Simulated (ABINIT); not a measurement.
# Calculated records

### BaH2 (P6_3/mmc): a self-consistent loop beyond G0W0, cycle by cycle

The structure is hexagonal, space group P6_3/mmc (No. 194). Conventional cell: a = 4.462 Å, b = 4.462 Å, c = 6.055 Å, α = 90.00°, β = 90.00°, γ = 120.00°. Nearest to Ba lie 11 H at 2.58 to 3.03 Å. Nearest to H lie 5 Ba at 2.58 to 3.03 Å and 6 H at 2.99 Å. Nearest to H lie 6 Ba at 2.99 Å and 8 H at 2.99 to 3.03 Å. Farther neighbours, and contacts between anions beyond the nearest, are not listed.

```
method                          : RPA screening on PBEsol from quasiparticle energies and orbitals, plane waves, norm-conserving pseudopotentials (and 4 further levels or steps)
program                         : ABINIT 10.8.3
settings                        : cutoff 32 Ha, PseudoDojo scalar-relativistic 0.4.1 standard, norm-conserving, potential set dojo-sr-pbesol-0.4.1-standard, ngkpt (3, 3, 2), nband 133, ecuteps 4 Ha, gwcalctyp 27, nfreqre 1, inclvkb 2, shiftk (0, 0, 0), symchi 1, awtr 1, frequency static, cycle 8, q points all but q = 0, 3×3×2 k-mesh
cost                            : 25 runs, 6.4 min in all on 4 MPI ranks of Intel Xeon Platinum 8488C (Sapphire Rapids), shared host
notes                           : The program’s warnings: nkpt*nsppol () is not a multiple of nproc spkpt (). The cell and positions are those that the Materials Project relaxed with its own functionals (PBE, PBE+U or r2SCAN), kept fixed. Limits: no spin-orbit coupling. The 3×3×2 mesh is coarse for this cell, which bears on the long-range parts of exchange and screening.
G0W0                            : 2.989 eV
self-consistent COHSEX, cycle 1 : 3.740 eV
self-consistent COHSEX, cycle 2 : 4.223 eV
self-consistent COHSEX, cycle 3 : 4.262 eV
self-consistent COHSEX, cycle 4 : 4.226 eV
self-consistent COHSEX, cycle 5 : 4.190 eV
self-consistent COHSEX, cycle 6 : 4.164 eV
self-consistent COHSEX, cycle 7 : 4.147 eV
self-consistent COHSEX, cycle 8 : 4.136 eV
known limits                    : short of the basis limit; no spin-orbit coupling; coarse k mesh
```

Only the bands that the input lists are updated; the higher empty ones keep the functional's energies. Self-consistent COHSEX ends at 4.14 eV, +1.15 eV from G0W0, after 8 cycles that took 4.9 min beside the first screening; the last moved the gap by 0.011 eV.

[Long decimals in the printed logs are rounded to 6 places.]

[Logs are printed without paths, hosts, clocks, repeated set-up lines and the standing remarks that a program may print on its own settings, such as how far it seeks lower states.]

[Paths, hosts, dates, memory and timing lines, banners, echoed tables and standing remarks are left out of the program output; an Ansatz launch command may be rebuilt from the run's recorded settings. Measured values are a selection of at most five: reports struck by readers or far from the other reports are left out. None is set beside runs whose start may be inverted or whose files or cutoffs have a known fault.]

[Runs of the session that timed out or met a known fault of the program may be left out.]

[Hosts, paths, dates, database ids (printed as entryN), source tags and the programs' standing remarks are cut or masked in the printed files.]

[G0W0 gaps are taken among the corrected bands and points alone; a level outside them can change the order at an edge.]

[Where Ansatz stands beside ABINIT at settings called matched, ABINIT's density can come from a denser mesh and the files from another edition; pairs whose starting gaps differed by over 0.03 eV were left out, so agreement reads better than it is.]
